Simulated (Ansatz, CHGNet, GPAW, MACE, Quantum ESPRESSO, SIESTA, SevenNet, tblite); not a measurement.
## tblite runs on KH6C3NO5 (P2_1/c) (64 atoms)

Wanted: tblite inputs and outputs for KH6C3NO5 (P2_1/c) (64 atoms), checked against a plane-wave reference.

Method: the method is named at each step, in tblite 0.8.0.

### 1. The starting structure

The cell holds 64 atoms: 4 K, 24 H, 12 C, 4 N and 20 O. Its edges and angles: a = 7.457 Å, b = 13.002 Å, c = 6.816 Å, α = 90.0°, β = 105.4°, γ = 90.0°. It derives from KH6C3NO5 (P2_1/c), repeated 1×1×1. KH6C3NO5, space group P2_1/c, structure from the Crystallography Open Database, 1 x 1 x 1 conventional cells; every coordinate displaced by a Gaussian of 0.01 Å; bonds to H set to neutron lengths (C-H 1.089, N-H 1.015, O-H 0.983, B-H 1.19 Å) where the listed ones are shorter. Then every atom was moved at random, 0.05 Å r.m.s. a Cartesian component (hydrogen 0.6 of that).

The yardstick, on the same geometry:

| Item | Value |
| --- | --- |
| method | Kohn-Sham DFT, PBE, SSSP efficiency 1.3.0 pseudopotentials, plane waves (Quantum ESPRESSO 7.5); sssp-pbe-1.3.0-efficiency, cutoffs 60/480 Ry, Γ point |
| r.m.s. force component | 2.014 eV/Å |
| longest force | 9.847 eV/Å |
| pressure | 1.7 GPa |
| gap (highest filled to lowest empty level) | 3.547 eV |
| time | 74 s on 2 MPI ranks of Arm Neoverse V2, shared host |
| CPU time | 2.5 min |

### 2. GFN1-xTB

Method: GFN1-xTB tight binding, diagonalisation.

run.py reads:

```python
import numpy as np
from ase.io import read
from tblite.ase import TBLite

atoms = read("structure.xyz")
atoms.calc = TBLite(method="GFN1-xTB", electronic_temperature=580, accuracy=1.0, max_iterations=250, mixer_damping=0.4, verbosity=1)
energy = atoms.get_potential_energy()
forces = atoms.get_forces()
print(f"energy {energy:.6f} eV")
print("forces (eV/A)")
for i, (a, f) in enumerate(zip(atoms, forces)):
    print(f"{i:4d} {a.symbol:2s} {f[0]:10.5f} {f[1]:10.5f} {f[2]:10.5f}")
stress = -atoms.get_stress(voigt=False) * 160.21766
print("stress (GPa, compression positive)")
for row in stress:
    print(" ".join(f"{x:10.4f}" for x in row))
print("charges (e)")
print(np.array2string(atoms.get_charges(), precision=4, suppress_small=True, max_line_width=110, threshold=100000))
```

structure.xyz reads:

```xyz
64
Lattice="7.45700 0.00000 0.00000 0.00000 13.00200 0.00000 -1.81118 0.00000 6.57096" Properties=species:S:1:pos:R:3 pbc="T T T"
K 3.53922 8.30035 0.51194
K 2.93294 1.82314 2.63495
K 2.05905 4.70243 5.89579
K 2.72846 11.21761 3.88055
H 5.55299 9.55920 6.26574
H -0.77787 3.00151 3.67080
H 0.13270 3.45268 0.40891
H 6.40721 10.06732 2.90936
H 5.79504 11.11021 5.44089
H -1.08407 4.58776 4.39157
H -0.22500 1.91845 1.05438
H 6.73941 8.35834 2.18813
H 3.90552 11.68828 0.83385
H 2.63617 5.15516 2.55669
H 1.68398 1.35741 5.77101
H 2.96181 7.83071 4.04903
H 0.00727 12.50441 6.20036
H 4.70421 6.01720 3.57992
H 5.66533 0.51735 0.32888
H 0.90129 7.01900 2.94767
H 6.26191 6.35655 0.90101
H 0.24065 12.87289 2.36693
H -0.64699 6.74102 5.64978
H 5.40616 0.15719 4.19963
H 4.42135 6.96036 5.99916
H 0.38186 0.47444 3.82358
H 1.26274 5.99938 0.51819
H 5.26804 12.55135 2.77019
C 6.27493 11.10683 0.49854
C 0.29007 4.68735 2.70678
C -0.66052 1.84459 6.00402
C 5.40202 8.31270 3.77180
C -1.62397 10.60807 6.39525
C 6.49429 4.04609 3.47998
C 7.33124 2.43241 0.11999
C 6.55505 8.84422 3.16188
C 1.24684 10.72288 0.68220
C 5.26748 4.26115 2.57713
C 4.42728 2.27236 5.83396
C 0.33291 8.81185 4.01794
N 2.10300 11.89189 0.43513
N 4.37204 5.27491 2.91560
N 3.58406 1.19488 6.22270
N 1.13369 7.62788 3.69367
O 5.17264 10.73874 0.11815
O 1.43517 4.21863 3.16615
O 0.45796 2.26898 6.48501
O 4.21262 8.71381 3.31111
O 6.35586 12.06664 1.35204
O 0.16165 5.62180 1.80511
O -0.77221 0.89857 5.19855
O 5.43468 7.36472 4.66919
O 1.55421 9.94887 1.63479
O 5.00032 3.47999 1.74866
O 4.07072 3.12646 4.93216
O 0.73522 9.51356 4.93886
[... 4 atom lines left out ...]
O 5.62444 6.75012 0.26028
O 0.83291 0.16799 2.92007
O -0.12644 6.33444 6.25693
O 4.80220 12.81217 3.55016
```

Started as:

```console
$ OMP_NUM_THREADS=1 python run.py > output.txt
```

What it wrote:

```text
------------------------------------------------------------
  cycle        total energy    energy error   density error
------------------------------------------------------------
      1     -143.8551718356  -1.4465905E+02   7.3041966E-01
      2     -146.2296900106  -2.3745182E+00   3.7112162E-01
      3     -145.2787275569   9.5096245E-01   2.0120164E-01
      4     -142.5502611135   2.7284664E+00   1.8127563E-01
      5     -146.6097499949  -4.0594889E+00   4.8687070E-02
      6     -146.9125477315  -3.0279774E-01   1.1192418E-02
      7     -146.9242013326  -1.1653601E-02   4.8576579E-03
      8     -146.9267144393  -2.5131066E-03   1.7816503E-03
      9     -146.9271095698  -3.9513048E-04   4.2536835E-04
     10     -146.9271211176  -1.1547794E-05   2.8027473E-04
     11     -146.9271320424  -1.0924796E-05   5.3110077E-05
     12     -146.9271322977  -2.5530937E-07   3.0615645E-05
     13     -146.9271324368  -1.3912285E-07   7.8184192E-06
------------------------------------------------------------
 total:                                   1.580 sec
energy -3998.090918 eV
forces (eV/A)
   0 K    -0.07197   -0.03111    0.09456
   1 K     0.09144    0.04998    0.00563
   2 K     0.07392    0.02605    0.02966
   3 K    -0.07723   -0.07765   -0.01099
   4 H     0.35574   -0.28495   -0.32980
   5 H     0.00302   -0.28870   -0.12283
   6 H    -0.24638    0.29210   -0.40317
   7 H     0.06908   -3.03493    0.50764
   8 H     0.50078    0.26911   -0.28151
   9 H     0.09860    0.39981    0.80525
  10 H    -0.08805   -0.68094    0.57494
  11 H    -0.07181    0.10915    0.29825
  12 H     0.86575   -0.51362   -0.29199
  13 H     0.00017    0.86996   -1.59286
  14 H     1.06506   -0.54570   -0.68234
  15 H    -0.06937   -0.17258    0.27776
  16 H     0.89880   -0.28006    1.14898
  17 H    -0.59415   -0.33295   -0.94769
  18 H     0.03326   -1.02633    0.30722
  19 H     0.01660   -0.85814   -0.72216
  20 H    -0.36147    0.16177   -0.45554
  21 H    -5.07492   -2.47285   -4.25817
  22 H    -2.87124    1.71989   -2.25446
  23 H     0.66779    0.31131    0.25228
[...]
56 O     0.95577    1.25199    1.60289
  57 O     0.17196   -1.71621    2.51415
  58 O    -0.14963    0.68395    1.88486
  59 O     2.69712   -0.47919    1.11289
  60 O     1.87335    0.38422   -1.44849
  61 O     4.06168    3.50672    6.92665
  62 O     3.12374   -2.39734    3.19621
  63 O    -1.47700   -0.15225    0.57438
stress (GPa, compression positive)
   -1.2135     1.5944     2.8213
    1.5944    -5.7390     3.7104
    2.8213     3.7104    -2.2332
charges (e)
[ 0.5577  0.5594  0.5563  0.5587  0.0884  0.0827  0.0952  0.0851  0.0747  0.0742  0.0773  0.0891  0.3977
  0.4008  0.3902  0.3957  0.2427  0.2541  0.2661  0.2492  0.3501  0.3708  0.37    0.3609  0.3603  0.3572
  0.3765  0.3696  0.598   0.57    0.5953  0.5714 -0.1412 -0.1358 -0.1343 -0.1082  0.4604  0.4921  0.4652
  0.4577 -0.0994 -0.1208 -0.1005 -0.0929 -0.5616 -0.5892 -0.5941 -0.6121 -0.6793 -0.6395 -0.6357 -0.6557
 -0.5541 -0.5151 -0.5569 -0.5202 -0.4281 -0.4573 -0.4554 -0.4308 -0.6906 -0.6963 -0.7165 -0.6993]
```

The job ended after 2.1 s (1 thread of Arm Neoverse V2, shared host; peak memory 0.12 GiB).

Banners, paths, timers and routine set-up lines are dropped from the logs unmarked, and long logs keep their key lines alone; longer cuts are marked.

Numbers from this run, and their distance from the reference:

```
r.m.s. force component                  : 2.004 eV/Å
r.m.s. difference of force components   : 493.1 meV/Å
longest difference of force vectors     : 1634 meV/Å
force difference over r.m.s. force      : 24.49 %
slope of forces against the reference's : 0.9654
correlation of force components         : 0.9699
pressure                                : -3.062 GPa
pressure difference                     : -4.762 GPa
```

Length of the force difference by element (eV/Å):

| element | atoms | mean | most |
| --- | --- | --- | --- |
| C | 12 | 1.0 | 1.6 |
| H | 24 | 0.39 | 1.1 |
| K | 4 | 0.14 | 0.28 |
| N | 4 | 0.82 | 1.1 |
| O | 20 | 1.0 | 1.6 |

A closer look about K3, one of the 4 K atoms: 9 atoms, nearest first, numbered in the order of the input, with positions taken from that point.

| atom | x | y | z | distance (Å) | bonds | Mulliken charge (e) | Fx | Fy | Fz (eV/Å) |
| --- | --- | --- | --- | --- | --- | --- | --- | --- | --- |
| K3 | 0.00 | 0.00 | 0.00 | 0.00 | 8 | 0.56 | 0.07 | 0.03 | 0.03 |
| O55 | 2.01 | -1.58 | -0.96 | 2.73 | 3 | -0.56 | 1.18 | -2.91 | 2.48 |
| O63 | -2.19 | 1.63 | 0.36 | 2.75 | 4 | -0.72 | 3.12 | -2.40 | 3.20 |
| O46 | -0.62 | -0.48 | -2.73 | 2.84 | 3 | -0.59 | -3.19 | 1.66 | -1.69 |
| O61 | 1.75 | 2.05 | 0.94 | 2.85 | 4 | -0.69 | 1.87 | 0.38 | -1.45 |
| O58 | -0.52 | 0.99 | 2.66 | 2.88 | 4 | -0.46 | 0.17 | -1.72 | 2.51 |
| O54 | 1.13 | -1.22 | 2.42 | 2.94 | 3 | -0.52 | -0.80 | -3.19 | -3.83 |
| O47 | -1.60 | -2.43 | 0.59 | 2.97 | 3 | -0.59 | -2.02 | -0.61 | -1.12 |
| O60 | 0.10 | 2.64 | -1.43 | 3.01 | 4 | -0.43 | 2.70 | -0.48 | 1.11 |

Atoms are counted from 1 here, from 0 in the log.

Forces lie 24 % from the reference's, at 0.014 times its CPU time (on 1 against 2 cores).

### 3. Results

```yaml
force_difference_from_the_reference: tblite GFN1-xTB, 24 %
its_cpu_time: 2.1 s
```

Tight binding differs by 24 % (tblite GFN1-xTB); it is another model, with fitted parameters of its own, and the xTB methods hold dispersion. One electronic-structure run takes under half the reference's CPU time: tblite GFN1-xTB, at 24 % in 2.1 s against 2.5 min; its pressure misses by -4.8 GPa. Periodic xTB results under one method name differ between programs and library versions. The reference's pressure holds the uncorrected Pulay stress of its 60 Ry basis, so small pressure differences, and their order, may be the reference's own error. The reference's stress is far from hydrostatic: its diagonal is 3.1, -0.8, 2.7 GPa, compression counted positive. The reference's PBE has no dispersion term, which matters for the binding between molecules or layers. The published positions, changed by the recipe (random displacements or longer bonds to H), lie far from the minimum at this level of theory. The reference's pressure of 1.7 GPa belongs to a cell and atoms that aren't relaxed at this level. The electronic-structure runs sample only Γ, in a cell whose shortest periodic width is 7 Å.

[Also dropped from logs without a mark: logging warnings of Python, and SIESTA's first energy breakdown and zero terms.]

[Logs are printed without paths, hosts, clocks, repeated set-up lines and the standing remarks that a program may print on its own settings, such as how far it seeks lower states.]

[Hosts, paths, dates, database ids (printed as entryN), source tags and the programs' standing remarks are cut or masked in the printed files.]
